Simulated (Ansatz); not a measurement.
# Series on aqueous K+ and SO4 2-, by salt concentration

How do pressure, forces, levels, charges and cost change as salt is added?

Computed with Ansatz 0.2.0: Kohn-Sham DFT, r2SCAN+D4, PAW (set soft_2). Every run is a single point, with the atoms held where the recipe put them (cutoff of the plane-wave runs 500 eV, fixed occupations).

First member: 49 H2O, 2 K+, 1 SO4 2- placed at random, at 1.15 g/cm³; overlaps pushed apart, then 10 ps at 420 K with Joung-Cheatham ions (J. Phys. Chem. B 112, 9020 (2008)); MMFF94 bonds, angles, torsions, charges and radii (Halgren, J. Comput. Chem. 17, 490 (1996)) in harmonic and 12-6 forms; SPC/E water (Berendsen, Grigera and Straatsma, J. Phys. Chem. 91, 6269 (1987)); charges of ions scaled by 0.85. Snapshot after 20 ps at 280 K and fixed volume.

Last member: 42 H2O, 8 K+, 4 SO4 2- placed at random, at 1.62 g/cm³; overlaps pushed apart, then 10 ps at 420 K with Joung-Cheatham ions (J. Phys. Chem. B 112, 9020 (2008)); MMFF94 bonds, angles, torsions, charges and radii (Halgren, J. Comput. Chem. 17, 490 (1996)) in harmonic and 12-6 forms; SPC/E water (Berendsen, Grigera and Straatsma, J. Phys. Chem. 91, 6269 (1987)); charges of ions scaled by 0.85. Snapshot after 20 ps at 280 K and fixed volume.

The members:

| salt concentration (mol/kg) | reduced formula | atoms | valence electrons | k-mesh | basis | density (g/cm³) |
| --- | --- | --- | --- | --- | --- | --- |
| 1.13 | K2H98SO53 | 154 | 440 | 1×1×1 | plane waves | 1.15 |
| 2.36 | K4H94S2O55 | 155 | 472 | 1×1×1 | plane waves | 1.3 |
| 3.7 | K2H30SO19 | 156 | 504 | 1×1×1 | plane waves | 1.45 |
| 5.29 | K4H42S2O29 | 154 | 528 | 1×1×1 | plane waves | 1.62 |

Each cell is one sample from a classical run, so sample-to-sample scatter enters every column; pressures lack the kinetic term, and hold the strain of bonds inside molecules, whose lengths the classical model set.

The input of the first member, without its atom lines; other members have their own cell and atoms, and may differ in mesh, basis and outputs:

```yaml
crystal:
  lattice:
    - [11.52017, 0.0, 0.0]
    - [0.0, 11.52017, 0.0]
    - [0.0, 0.0, 11.52017]
  atoms:
    [... 154 lines ...]
kpoints:
  mp_grid: { grid: [1, 1, 1] }
hamiltonian:
  xc: r2scan
  dispersion: d4
scf:
  occupations: { method: fixed }
output:
  forces: true
  stress: true
  populations: true
  dos:
    method: { smearing: { sigma: 0.1 } }
    de: 0.1
    projected: { site_lists: { H: [H], K: [K], O: [O], S: [S] } }
  eigenvalues: true
  write_density: true
  write_potential: true
  volumetric_format: npy
```

Q: What do these runs give, and what do they cost?

Results; charges are mean Löwdin charges in e:

| salt concentration (mol/kg) | pressure (GPa) | r.m.s. force (eV/Å) | gap (eV) | q(S) | q(O) | q(K) |
| --- | --- | --- | --- | --- | --- | --- |
| 1.13 | -3.80 | 0.738 | 4.59 | +2.61 | -0.72 | +0.85 |
| 2.36 | -2.11 | 0.795 | 4.78 | +2.65 | -0.73 | +0.86 |
| 3.7 | -0.832 | 0.822 | 4.92 | +2.63 | -0.74 | +0.86 |
| 5.29 | 0.104 | 0.823 | 5.00 | +2.63 | -0.75 | +0.85 |

The gap is that between the highest filled and lowest empty Kohn-Sham level on the run's k-points, and semilocal functionals tend to put gaps under measured ones. The projection misses up to 0.039 e an atom, so the charges add up to more than the cell's charge. Each mean runs over all atoms of an element, whatever their surroundings.

Cost on 8 threads of Arm Neoverse V2, shared host:

| salt concentration (mol/kg) | atoms | basis | k-mesh | SCF cycles | time | host memory (GiB) | Δ force from the first basis (meV/Å) |
| --- | --- | --- | --- | --- | --- | --- | --- |
| 1.13 | 154 | plane waves | 1×1×1 | 9 | 32 s | 4.4 | - |
| 1.13 | 154 | support functions | 1×1×1 | 12 | 3 min | 8.8 | 5.7 |
| 2.36 | 155 | plane waves | 1×1×1 | 9 | 32 s | 4.4 | - |
| 2.36 | 155 | support functions | 1×1×1 | 13 | 3.2 min | 9.0 | 5.7 |
| 3.7 | 156 | plane waves | 1×1×1 | 9 | 33 s | 4.5 | - |
| 3.7 | 156 | support functions | 1×1×1 | 13 | 3.2 min | 9.0 | 5.6 |
| 5.29 | 154 | plane waves | 1×1×1 | 9 | 33 s | 4.5 | - |
| 5.29 | 154 | support functions | 1×1×1 | 13 | 3.4 min | 9.1 | 5.3 |

Times include the outputs that each run asked for, on hosts shared with other jobs.

What the series shows: The gap goes steadily from 4.59 eV at 1.13 to 5 eV at 5.29 mol/kg; in single samples it varies with the configuration. The pressure goes steadily from -3.8 GPa at 1.13 to 0.1 GPa at 5.29 mol/kg; the recipes set unlike densities, and the bond lengths of the classical model enter the pressure too. Support functions take 5.6 to 6.2 times the wall time of plane waves (the times hold unlike extra outputs; shared hosts, so rough).

**Limits.** The network of contacts between molecules at the start is that of the classical potential that made the cell, and needn't be the one that DFT or experiment would give. The concentration wasn't checked against solubility and may exceed it.

[Logs are printed without paths, hosts, clocks, repeated set-up lines and the standing remarks that a program may print on its own settings, such as how far it seeks lower states.]

[Hosts, paths, dates, database ids (printed as entryN), source tags and the programs' standing remarks are cut or masked in the printed files.]

[The MMFF94 radii named for the starting cell were scaled by 0.96; in molecules described by MMFF94, hydrogen bound to N, O or S took a small fixed 12-6 site in their place.]
